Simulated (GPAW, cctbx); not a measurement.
# By hand: from a DFT structure factor to an extinction distance in Cu2H2Pt

Cu2H2Pt, Immm (no. 71), a = 2.8875 Å, b = 3.0359 Å, c = 10.6339 Å, α = 90.00°, β = 90.00°, γ = 90.00°.

```
atom  mult.  x  y       z
 Pt1      2  0  0       0
 Cu1      4  0  0  0.3343
  H1      4  0  0  0.1637
```

The start was made by putting kin elements into a known structure type; the compound need not exist, or be stable, in this form.

A DFT run (GPAW, PBE, 550 eV, 8×8×8 k-points, Fermi–Dirac width 0.1 eV) gives the static X-ray structure factor of 002 as 94.145 e for the conventional cell; superposed free atoms give 94.056 e. **Problem.** Find the Fourier component V of the crystal potential and the two-beam extinction distance at 200 kV in both cases, then the holographic phase shift per nanometre.

### 1. Geometry

The cell volume is Ω = 93.22 Å³ and d(002) = 5.3170 Å, so g = 1/d = 0.1881 Å⁻¹.

### 2. The nuclei

Electrons feel nuclei as well as electrons, so the nuclear charges are summed with the same phases.

Phase sums Σ exp(2πi h·x), turned so that the total is real and positive: Pt +2.000, Cu -1.959, H -1.868. Then F_Z = 78 × (+2.000) + 29 × (-1.959) + 1 × (-1.868) = 97.31 e. The electron term has the same sign for this reflection.

### 3. Mott–Bethe

Poisson's equation, term by term, gives V = (e/4πε₀)(F_Z − F)/(πΩg²), with e/4πε₀ = 14.3996 V Å.

The prefactor is 14.3996 × 5.3170²/(π × 93.22) = 1.39008 V per electron. Free atoms: (97.31 − 94.056) × 1.39008 = 4.530 V. Crystal: (97.31 − 94.145) × 1.39008 = 4.406 V. F changes by +0.09 % and V by -2.7 %: the same 0.09 e is measured against F_Z − F = 3.3 e in place of F = 94.1 e.

### 4. Extinction distance

In the two-beam case ξ = 1/(λU) with U = 2γm₀eV/h², that is ξ = 150.41 V Å²/(γλV).

At 200 kV, λ = 0.02508 Å and γ = 1.3914. Free atoms: ξ = 952 Å. Crystal: ξ = 978 Å. The thickness fringes go as sin²(πt/ξ), so the two patterns slip by a quarter of a period when t|1/ξ₁ − 1/ξ₀| = 1/4, at t ≈ 871 nm, thicker than usual samples. Thermal motion, absorption and many-beam coupling, left out here, change a real pattern.

### 5. Phase shift

A slab run (normal [001], unrelaxed) gives a mean inner potential of 22.10 V; free atoms give 23.92 V. The phase shift is φ = C_E V₀ t, with C_E = (2π/λE)(E + m₀c²)/(E + 2m₀c²).

C_E = 7.288 × 10⁻³ rad/(V nm). The shift is 0.1611 rad/nm in the crystal and 0.1743 rad/nm for free atoms. A sample 50 nm thick gives φ = 8.05 rad; read with the free-atom value it would seem 46.2 nm thick.

### 6. Answer

V(002) is 4.41 V against 4.53 V, and ξ is 978 against 952 Å. The phase shift is 0.161 rad/nm, and free atoms would misjudge a thickness by -8 %. Limits: static atoms, two beams.

[Outputs are excerpts: Python notices, other lines and further rows are left out; steps that failed or that the build refused (PBEsol, TPSS) are not shown.]

[Logs are printed without paths, hosts, clocks, repeated set-up lines and the standing remarks that a program may print on its own settings, such as how far it seeks lower states.]
